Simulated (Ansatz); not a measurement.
## Be (P6_3/mmc): the Drude term of Re ε in the infrared

Re ε of Be (P6_3/mmc) along x at low photon energies is read from one computed spectrum; the carriers' damping was typed as γ = 0.1 eV. x, y and z are the Cartesian axes of the input cell.

Cell: a, b, c = 2.285, 2.285, 3.584 Å (primitive vectors), 2 atoms.

Method: Ansatz 0.2.0, PBE, independent particles, k-mesh 18×18×9 with interpolation inside its cells, Gaussian parameter 0.1 eV.

Launch of the response step: `ansatz run input.yaml --threads 4 --pin off --max-ram 8192MiB --backend cpu --events-out ev --progress --plain --runs-dir out`. The run took 16 s, on 4 threads of Intel(R) Xeon(R) Platinum 8375C CPU @ 2.90GHz (Ice Lake), on a shared host.

| photon energy E (eV) | wavelength (µm) | Re ε |
| --- | --- | --- |
| 0.25 | 4.96 | -477.4 |
| 0.30 | 4.13 | -338.6 |
| 0.35 | 3.54 | -249.1 |
| 0.40 | 3.10 | -188.6 |
| 0.50 | 2.48 | ? |
| 0.60 | 2.07 | -74.9 |
| 0.70 | 1.77 | -50.2 |

A Drude term over a constant background gives Re ε = ε_b − ωp²/(E² + γ²), linear in 1/(E² + γ²).

Working, on the rows shown:

| x = 1/(E² + γ²) (eV⁻²) | y = Re ε |
| --- | --- |
| 13.7931 | -477.4 |
| 10 | -338.6 |
| 7.54717 | -249.1 |
| 5.88235 | -188.6 |
| 2.7027 | -74.9 |
| 2 | -50.2 |

Means: x̄ = 6.9876, ȳ = -229.8. Σ(x − x̄)(y − ȳ) = -3629, Σ(x − x̄)² = 100.2. Slope = -3629 / 100.2 = -36.23; intercept = ȳ − slope · x̄ = 23.346. The line misses the rows shown by at most 1.2.

Task: Fill in the last column of the withheld row.

Result: At x = 3.8462 the line gives y = -115.99. The run gave -115.3, so the interpolation is off by 0.69, 0.2 % of the range in the table.

Refitted with all rows, the slope is -36.25 and the intercept 23.557. These give ωp = √(−slope) = 6.02 eV, against 6.10 eV from the program's Fermi-surface sum, and an intercept of 23.6. Taking the program's Drude term off the rows leaves 36 at the lowest energy and 24 at the highest, so the background isn't constant: interband transitions lie in or near the window, and neither fitted number can be trusted. The values come from a sum over the points of one k-mesh and carry its error, which is largest for Fermi-surface quantities.
